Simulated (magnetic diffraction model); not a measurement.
# Tb3Ga4Co11: what an assumed order does to the neutron pattern

Space group P6/mmm (no. 191), a = 5.3610 Å, c = 10.3730 Å.

```
site  atom    x    y       z
  2e    Tb    0    0  0.3443
  1a    Tb    0    0       0
  4h    Ga  2/3  1/3  0.3480
  6i    Co    0  1/2  0.2042
  3g    Co    0  1/2     1/2
  2c    Co  1/3  2/3       0
```

The compound is invented for this exercise: a known structure type with other elements, its cell scaled to their sizes and not relaxed.

Only Tb is taken to order (form factors of Tb3+); orders and moment sizes are assumed, and not adapted to the symmetry. Radiation: neutrons of λ = 2.567 Å, 3° to 100°; isotropic B of 0.26 Å² (Tb), 0.35 Å² (Ga) and 0.31 Å² (Co). The intensities are simulated: I ∝ L Σ (|F_N|² + |F_M⊥|²) for unpolarised neutrons, with F_M = 2.695 fm/μB × Σ f(s) S exp(2πi Q·r) exp(−B s²) at Q = H ± k (one set where k and −k are equivalent), only the part normal to Q counting and L = 1/(sin²θ cos θ). For a modulated order the moment at position r is S exp(−2πi k·r) + c.c., with S = m/2 for a sine wave of amplitude m and S = m(u + iv)/2 for moments turning in a plane, u and v being orthogonal unit vectors in it; the phase factor of the sum at Q = H + k is then exp(2πi H·r). Form factors are spin-only for 3d ions and dipole or tabulated for f ions, scattering lengths are Sears's of 1992, and absorption is left out. A label names one of the reflections at its angle. The strongest nuclear line in the range is 100, and lines under 0.2 are left out.

Assume the order k = (1/6 0 0), moments turning in the plane of [100] and [001], 5.2 μB on Tb; signs + at (0, 0, 0.3443), + at (0, 0, 0.6557), + at (0, 0, 0).

Predict the pattern, nuclear and magnetic parts apart.

```csv
2θ (°),index,nuclear,magnetic
5.28,(1/6 0 0),0.0,350.0
14.21,(0 0 1),22.5,0.0
26.64,(5/6 0 0),0.0,13.2
28.66,(0 0 2),1.4,0.0
29.73,(5/6 -1 0),0.0,28.3
32.10,(1 0 0),0.3,0.0
35.17,(1/6 1 0),0.0,18.4
35.26,(1 0 1),3.5,0.0
37.63,(7/6 0 0),0.0,6.4
43.56,(1 0 2),2.1,0.0
43.58,(0 0 3),13.5,0.0
43.93,(1/6 0 3),0.0,7.1
51.81,(5/6 0 3),0.0,5.3
52.15,(5/6 1 0),0.0,7.0
53.65,(5/6 -1 3),0.0,11.2
55.14,(1 0 3),5.7,0.0
57.19,(1/6 1 3),0.0,9.8
57.22,(1 1 0),46.8,0.0
57.51,(7/6 -2 0),0.0,7.1
58.91,(7/6 0 3),0.0,4.2
59.28,(1 1 1),5.0,0.0
59.33,(0 0 4),0.3,0.0
60.91,(11/6 0 0),0.0,2.2
62.56,(7/6 1 0),0.0,4.6
64.20,(11/6 -2 0),0.0,5.3
67.13,(2 0 0),11.7,0.0
70.24,(5/6 1 3),0.0,6.3
70.53,(1/6 2 0),0.0,4.1
73.59,(13/6 0 0),0.0,1.5
74.58,(1 1 3),100.0,0.0
74.83,(7/6 -2 3),0.0,6.5
76.44,(0 0 5),1.0,0.0
77.84,(11/6 0 3),0.0,2.4
79.33,(7/6 1 3),0.0,4.9
80.81,(11/6 -2 3),0.0,5.5
83.51,(2 0 3),4.2,0.0
86.69,(1/6 2 3),0.0,4.7
86.95,(11/6 1 0),0.0,2.2
87.05,(1 1 4),14.5,0.0
88.41,(5/6 2 0),0.0,2.4
89.61,(13/6 0 3),0.0,1.8
92.79,(11/6 -3 0),0.0,2.6
95.72,(13/6 -3 0),0.0,2.4
95.77,(2 1 1),1.6,0.0
95.82,(2 0 4),7.6,0.0
95.87,(0 0 6),12.7,0.0
96.12,(1/6 0 6),0.0,1.2
```

The strongest magnetic line in the range is (1/6 0 0) at 5.28° (350.0). On top of the Lorentz factor, which all lines share, magnetic lines fade with angle because f falls: for Tb3+ it is 0.95, 0.82, 0.66 and 0.36 at sin θ/λ = 0.1, 0.2, 0.3 and 0.5 Å⁻¹, while nuclear lengths stay constant. The order has no net moment.

[Logs are printed without paths, hosts, clocks, repeated set-up lines and the standing remarks that a program may print on its own settings, such as how far it seeks lower states.]
